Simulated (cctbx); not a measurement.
**What is wrong with this refinement?**

Cell a = 12.6720 Å, b = 7.6060 Å, c = 9.3880 Å, α = 90.00°, β = 90.00°, γ = 90.00°; space group Cmcm (no. 63). The compound is Dy2Ga9Os3.

Simulated single-crystal data (cctbx): Cu Kα, λ = 1.54184 Å, to d = 0.83 Å, 80 % of the full sphere, strongest reflection 20000 counts, noise from counting, a 4 % proportional error and a noise floor of 15 counts (s.d.); no absorption.

An anisotropic refinement with weights 1/σ² prints:

```text
Rint 0.049, 463 unique reflections to 0.83 A
cycle     R1     wR2    GooF  max shift (A)
   1  0.0790  0.1639   3.937   0.00804
   2  0.0316  0.0654   1.572   0.00003
final R1 0.0316 wR2 0.0654 GooF 1.572  parameters 40  data/parameter 11.6
atom        x        y        z      Ueq    occ   su(xyz)  su(Uiso or U11)
Os1    0.67783  0.00000  0.00000   0.0173  1.000  0.00006  0.0004
Os2    0.00000  0.00000  0.00000   0.0135  1.000  0.00000  0.0005
Dy1    0.65870  0.33202  0.25000   0.0204  1.000  0.00017  0.0007
Ga1    0.66008  0.67973  0.07571   0.0207  1.000  0.00023  0.0009
Y1     0.39503  0.94714  0.25000   0.0540  1.000  0.00041  0.0014
Ga2    0.50000  0.83839  0.56058   0.0222  1.000  0.00037  0.0014
Ga3    0.50000  0.64264  0.25000   0.0284  1.000  0.00055  0.0021
difference map: max 2.06 min -2.79 rms 0.57
Q1    0.0471  0.3212  0.2500    8    2.08  1.21 A from Y1
Q2    0.1445  0.5000  0.0000    8    1.84  0.42 A from Os1
Q3    0.0000  0.4532  0.2500    4    1.79  1.33 A from Y1
Q4    0.0000  0.4055  0.7500    4    1.68  1.74 A from Y1
Q5    0.0000  0.0000  0.0000    4    1.56  0.00 A from Os2
Q6    0.0000  0.2226  0.2500    4    1.55  0.61 A from Ga3
```

Q: Accept it or mend it, and why?

Mend it. The fault: wrong element: Y1 is Ga. Against the right model at the same level, R1 goes from 0.0195 to 0.0316 and GooF from 0.96 to 1.57 and U of Y1 swells from 0.0327 to 0.0540 Å². Y1 has 8 electrons too many and its U swells to shed them, as expected.

The compound is Dy2Ga9Os3. The right model at the same level gives:

```text
Rint 0.049, 463 unique reflections to 0.83 A
cycle     R1     wR2    GooF  max shift (A)
   1  0.0416  0.0853   2.050   0.00464
   2  0.0195  0.0401   0.964   0.00000
final R1 0.0195 wR2 0.0401 GooF 0.964  parameters 40  data/parameter 11.6
atom        x        y        z      Ueq    occ   su(xyz)  su(Uiso or U11)
Os1    0.67780  0.00000  0.00000   0.0184  1.000  0.00004  0.0003
Os2    0.00000  0.00000  0.00000   0.0146  1.000  0.00000  0.0003
Dy1    0.65878  0.33212  0.25000   0.0216  1.000  0.00010  0.0004
Ga1    0.66018  0.67967  0.07578   0.0220  1.000  0.00014  0.0005
Ga2    0.39496  0.94688  0.25000   0.0327  1.000  0.00025  0.0008
Ga3    0.50000  0.83832  0.56073   0.0236  1.000  0.00023  0.0008
Ga4    0.50000  0.64219  0.25000   0.0297  1.000  0.00034  0.0013
difference map: max 1.51 min -2.16 rms 0.45
Q1    0.0000  0.4618  0.7500    4    1.58  1.50 A from Ga2
Q2    0.0875  0.2308  0.6372   16    1.42  1.47 A from Dy1
Q3    0.0000  0.4320  0.0427    8    1.41  1.20 A from Ga3
Q4    0.1175  0.0894  0.6570   16    1.39  1.18 A from Dy1
Q5    0.2033  0.0933  0.0194   16    1.37  1.01 A from Ga1
Q6    0.1504  0.0516  0.2500    8    1.34  1.67 A from Dy1
```

The model was made for the exercise: a known structure type with other elements put in, its volume estimated, not relaxed; displacement parameters are assumed.

[Middle refinement cycles are left out of these outputs.]

[Logs are printed without paths, hosts, clocks, repeated set-up lines and the standing remarks that a program may print on its own settings, such as how far it seeks lower states.]
